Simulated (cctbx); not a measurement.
## Absolute structure of Tb4Yb3

Space group I-43d (no. 220), a = 9.4950 Å, b = 9.4950 Å, c = 9.4950 Å, α = 90.00°, β = 90.00°, γ = 90.00°.

```
atom  mult.       x       y       z  Ueq (Å²)
 Yb1     12     3/4     3/8     1/2    0.0026
 Tb1     16  0.0658  0.5658  0.9342    0.0033
```

This is a model crystal, built by substitution and not relaxed, with assumed displacement parameters.

Data sets are simulated with cctbx and refined with Bijvoet mates kept apart; Flack x is then fitted as the share of an inverted twin with the atoms fixed, Hooft y from the Bijvoet differences. The group is acentric but holds improper operations, so there is an absolute structure (orientation) and no hand.

Untwinned crystal. What Flack and Hooft values should come out?

| λ (Å) | extinction (unmodelled) | d min (Å) | top counts | error (%) | model | R1 | Flack x | s.u. | Hooft y | s.u. | pairs |
| --- | --- | --- | --- | --- | --- | --- | --- | --- | --- | --- | --- |
| 0.71073 | 0.3 | 0.77 | 20000 | 3 | as given | 0.0099 | -0.01 | 0.05 | -0.021 | 0.020 | 71 |
| 0.71073 | 0.3 | 0.77 | 20000 | 3 | inverted | 0.0202 | 1.01 | 0.05 | 1.022 | 0.020 | 71 |
| 1.54184 | 0.1 | 0.83 | 40000 | 4 | as given | 0.0060 | 0.000 | 0.003 | -0.003 | 0.003 | 53 |

With Mo Kα, x is within 3 s.u. of 0, so the absolute structure is right, though an s.u. above 0.04 can't exclude a small twin share. With Cu Kα, x is within 3 s.u. of 0, so the absolute structure is right. Inverting the model turns x into about 1 − x.

A further crystal gives:

| λ (Å) | extinction (unmodelled) | d min (Å) | top counts | error (%) | model | R1 | Flack x | s.u. | Hooft y | s.u. | pairs |
| --- | --- | --- | --- | --- | --- | --- | --- | --- | --- | --- | --- |
| 0.71073 | 0 | 0.6 | 70000 | 2 | as given | 0.0150 | 0.795 | 0.017 | 0.797 | 0.007 | 152 |

**Question.** What is it?

It was simulated as an inversion twin with a fraction 0.8 of the inverted domain. Flack x is over 3 s.u. from both 0 and 1 and reads that fraction.

[Logs are printed without paths, hosts, clocks, repeated set-up lines and the standing remarks that a program may print on its own settings, such as how far it seeks lower states.]
